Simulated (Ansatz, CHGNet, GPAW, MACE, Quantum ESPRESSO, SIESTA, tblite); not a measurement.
# How far do other methods lie from plane waves? Random packing of 71HfO2-29Hf3N4 (mol %) (71 atoms)

One geometry of random packing of 71HfO2-29Hf3N4 (mol %) (71 atoms) is solved by several programs and methods. How far do their forces lie from a plane-wave PBE run?

Results are calculated, not measured.

### 1. The cell

The cell holds 71 atoms (27 Hf, 24 O and 20 N), with edges of 9.91, 9.91 and 9.91 Å. Recipe: 71 atoms (27 Hf, 24 O, 20 N) packed at random in a cube at 9.35 g/cm³ and pushed apart as soft spheres, cations and anions kept from their own kind; a start for melting by ab initio MD, not an equilibrated structure. Then every atom was moved at random, 0.02 Å r.m.s. a Cartesian component. The density is 9.35 g/cm³.

### 2. The reference input

Quantum ESPRESSO 7.5: Kohn-Sham DFT, PBE, SSSP efficiency 1.3.0 pseudopotentials, plane waves. Its input, pw.in:

```
&control
  calculation = 'scf'
  pseudo_dir = './pseudo'
  outdir = './tmp'
  disk_io = 'none'
  tprnfor = .true.
  tstress = .true.
/
&system
  ibrav = 0
  nat = 71
  ntyp = 3
  ecutwfc = 60
  ecutrho = 480
  nosym = .true.
  occupations = 'smearing'
  smearing = 'fd'
  degauss = 0.003675
/
&electrons
  conv_thr = 3.5e-07
  electron_maxstep = 100
  mixing_beta = 0.4
  mixing_mode = 'plain'
  diagonalization = 'david'
/
ATOMIC_SPECIES
Hf 178.490 Hf.upf
O 15.999 O.upf
N 14.007 N.upf
CELL_PARAMETERS angstrom
9.91160 0.00000 0.00000
0.00000 9.91160 0.00000
0.00000 0.00000 9.91160
ATOMIC_POSITIONS crystal
Hf 0.40314 0.28470 0.31273
Hf 0.32105 0.97520 0.08158
Hf 0.33845 0.04108 0.73061
Hf 0.58249 0.64261 0.72159
[... 65 atom lines left out ...]
N 0.95374 0.14076 0.54848
N 0.69317 0.88721 0.34962
K_POINTS gamma
```

```console
$ OMP_NUM_THREADS=1 mpirun -np 4 pw.x -in pw.in > output.txt
```

Wall time 7.6 min (4 MPI ranks of Arm Neoverse V1, shared host); peak memory 2.5 GiB.

It converged with an r.m.s. force component of 2.3 eV/Å and a pressure of -13 GPa.

### 3. The other programs

- CHGNet: machine-learned potential, published weights.
- GPAW 26.7.0: PAW with atomic orbitals (LCAO), plane waves or a real-space grid of spacing h.
- MACE: machine-learned potential, published weights.
- SIESTA 5.4.2: numerical atomic orbitals, whose automatically made sets are far from complete, with PseudoDojo norm-conserving potentials that we converted to its format (checked against plane waves on the same files for H, C, O, Si, Ge and Ca alone); labels give functional, basis size, energy shift and mesh cutoff.
- tblite 0.8.0: extended tight binding, driven from Python.

All use the same cell and atoms, and the electronic-structure runs the same k-mesh.

### 4. Side by side

Differences are against the reference: forces as r.m.s. over components, share as that over the reference's r.m.s. force, slope as the fitted ratio of a run's forces to the reference's.

| run | Δ force, r.m.s. (meV/Å) | share (%) | slope | Δ pressure (GPa) | cores | CPU time | memory (GiB) |
| --- | --- | --- | --- | --- | --- | --- | --- |
| reference | - | - | - | - | 4 | 30 min | 2.5 |
| CHGNet 0.3.0 potential | 643 | 27.5 | 1.091 | -5.26 | 1 | 5 s | 1.1 |
| GPAW PBE, plane waves 600 eV | 19.7 | 0.845 | 1.005 | -4.53 | 2 | 17 min | 1.8 |
| MACE MP-0b2 small potential | 635 | 27.2 | 1.014 | 0.940 | 1 | 8.2 s | 0.67 |
| MACE MPA-0 medium potential | 429 | 18.4 | 0.953 | -1.00 | 1 | 12 s | 0.96 |
| SIESTA PBE, DZP, shift 0.01 Ry, mesh 150 Ry (coarse) | 91.2 | 3.90 | 0.984 | -1.23 | 2 | 3.9 min | 0.86 |
| SIESTA PBE, DZP, shift 0.01 Ry, mesh 500 Ry | 89.7 | 3.84 | 0.983 | -1.22 | 2 | 16 min | 2.3 |
| SIESTA PBE, SZ, shift 0.01 Ry, mesh 500 Ry (coarse) | 353 | 15.1 | 0.880 | -9.55 | 1 | 5.6 min | 1.1 |
| tblite GFN1-xTB | 1224 | 52.4 | 1.173 | 37.9 | 1 | 5.2 s | 0.12 |

Rows marked coarse were listed beforehand as settings not expected to be converged; some can still land near the reference.

Times of the machine-learned potentials are mostly Python's start and the loading of weights.

Runs without a result: GPAW PBE, LCAO dzp, h 0.18 Å (cut off at its time limit); GPAW PBE, LCAO sz(dzp), h 0.18 Å (cut off at its time limit); GPAW PBE, LCAO dzp, h 0.22 Å (cut off at its time limit).

CPU time is summed over cores on shared hosts, so it is rough.

### 5. Findings

Forces lie from 0.84 % (GPAW PBE, plane waves 600 eV) to 52 % (tblite GFN1-xTB) of the reference's r.m.s. force of 2.3 eV/Å away from it. Other PBE runs on plane waves or a grid: GPAW PBE, plane waves 600 eV 0.84 % of the r.m.s. force; the reference has errors of its own, so differences under a few per cent don't tell which side is nearer the exact PBE result. The PBE run in local orbitals, coarse settings apart, differs by 3.8 % (SIESTA PBE, DZP, shift 0.01 Ry, mesh 500 Ry); basis, grid and potentials can all enter. Tight binding differs by 52 % (tblite GFN1-xTB); it is another model, with fitted parameters of its own, and the xTB methods hold dispersion.

Machine-learned potentials differ by 18 % (MACE MPA-0 medium potential) to 28 % (CHGNet 0.3.0 potential); they were trained on other programs' data. Runs with settings chosen to be coarse differ by 3.9 % (SIESTA PBE, DZP, shift 0.01 Ry, mesh 150 Ry) to 15 % (SIESTA PBE, SZ, shift 0.01 Ry, mesh 500 Ry), their programs' other errors included. SIESTA PBE, SZ, shift 0.01 Ry, mesh 500 Ry softens the forces by a factor of 0.88 while following their directions (correlation 0.995); the slopes of the 3 SIESTA runs lie between 0.88 and 0.98. From SIESTA PBE, DZP, shift 0.01 Ry, mesh 150 Ry to the finer SIESTA PBE, DZP, shift 0.01 Ry, mesh 500 Ry the share goes from 3.90 to 3.84 %, so the grid isn't what parts these runs from the reference. Pressures at PBE, coarse settings apart, lie -4.53 to -1.22 GPa from the reference's. A pressure off by over 25 GPa (tblite GFN1-xTB) is no usable stress for this cell.

Caveats: Periodic xTB results under one method name differ between programs and library versions. The reference's pressure holds the uncorrected Pulay stress of its 60 Ry basis, so small pressure differences may be the reference's own error. Machine-learned potentials mimic data converged in k, so the reference's own k-point error enters their differences. The reference's stress is far from hydrostatic: its diagonal is -13.1, -9.2, -16.3 GPa, compression counted positive. The electronic-structure runs sample only Γ, in a cell whose shortest periodic width is 10 Å, which is coarse for a cell with partly filled levels. Spin–orbit coupling is left out, which matters for the levels of the heavy elements. The reference's pressure of -13 GPa reflects the volume that the recipe set, positions that aren't this level's minimum and the basis. The reference has no spin polarisation, so local moments can't form. Where levels are smeared, the DFT runs use Fermi–Dirac occupations at 580 K (0.05 eV), and energies are free energies. The atoms were displaced at random, and shares hang on the size of the forces that this gives. The reference's cutoffs and mesh weren't converged further here.

[Logs are printed without paths, hosts, clocks, repeated set-up lines and the standing remarks that a program may print on its own settings, such as how far it seeks lower states.]

[Hosts, paths, dates, database ids (printed as entryN), source tags and the programs' standing remarks are cut or masked in the printed files.]

[Cells were taken only where this reference lay near another plane-wave run.]
